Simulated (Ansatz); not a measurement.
# Static equation of state of glassy 77P2O5-23MgO (mol %) (76 atoms)

Density of this cell: 2.36 g/cm³. The cell holds 76 atoms: 20 P, 3 Mg and 53 O. Its edges and angles: a = 11.291 Å, b = 9.410 Å, c = 10.367 Å, α = 86.0°, β = 82.5°, γ = 85.0°. The starting structure: 76 atoms (20 P, 3 Mg, 53 O) placed at random at 2.41 g/cm³, melted at 4000 K for 10 ps at fixed volume with the Morse and Coulomb pair potential with partial charges (Pedone, Malavasi, Menziani, Cormack and Segre, J. Phys. Chem. B 110, 11780 (2006)). Quenched from 4000 K to 300 K at 20 K/ps and fixed volume, held 10 ps at zero pressure.

Calculated with Ansatz 0.2.0: Kohn-Sham DFT, revPBE, PAW (set soft_2), plane waves; cutoff 420 eV, Γ point, fixed occupations. Cell and atoms were relaxed first, to V0 = 14.290 Å³ an atom at a residual P0 = 0.007 GPa. The cell was then scaled evenly, and the atoms were relaxed at each volume.

```
volume (Å³/atom)  pressure (GPa)
          12.861               ?
          13.432           1.956
          13.861          0.9567
          14.718          0.6543
          15.147          0.4023
```

**Question.** Fit the third-order Birch–Murnaghan equation to the rows given and extrapolate to the withheld row.

**Working.**

Take the Eulerian strain f = ½[(V0/V)^(2/3) − 1] and the normalised pressure F = (P − P0) / [3f(1 + 2f)^(5/2)]. The third-order Birch–Murnaghan equation is then the line F = B0 + (3/2)B0(B′ − 4) f, so u = f and v = F.

| u = f | v = F (GPa) |
| --- | --- |
| 0.0210562 | 27.8299 |
| 0.0102569 | 29.3472 |
| -0.00975647 | -23.2479 |
| -0.0190506 | -7.62888 |

With n = 4: mean u = 6.2650e-4, mean v = 6.57509, Σ(u − ū)² = 0.0010051, Σ(u − ū)(v − v̄) = 1.2427. Slope b = 1.2427 / 0.0010051 = 1236.4; intercept a = v̄ − b ū = 5.8005.

So B0 = a = 5.80 GPa and B′ = 4 + 2b/(3a) = 146. At the withheld volume f = 0.03638, F = a + b f = 50.78 GPa, and P = P0 + 3f(1 + 2f)^(5/2) F.

Prediction at 12.861: 6.614 GPa. The run gave 3.504 GPa, so the fit is high by 3.1 GPa (89 % of the value).

The series isn't one smooth equation of state: even a line fitted to all rows, the withheld one included, misses F by up to 77.9 %, the count of bonds changes along the series, an atom moves over 0.5 Å in some relaxation and a scaled cell ends below the relaxed one in energy. B0 and B′ are then only the numbers of this fit, not moduli of the material. Among the rows given, the largest miss of the fit is at 15.147, by 0.53 GPa (17 % of the range of the table).

Limits: Static cells at zero temperature; the cell shape is held. The program notes that the SCF threshold of these relaxations is loose for the stress. The quench rate of 20 K/ps is many orders above laboratory rates, so the cell is likely richer in defects and strain than a real sample. The network of bonds at the start is that of the classical potential that made the cell, and needn't be the one that DFT or experiment would give. Only the Γ point is sampled, in a cell whose shortest periodic width is 9 Å.

[Logs are printed without paths, hosts, clocks, repeated set-up lines and the standing remarks that a program may print on its own settings, such as how far it seeks lower states.]

[Hosts, paths, dates, database ids (printed as entryN), source tags and the programs' standing remarks are cut or masked in the printed files.]
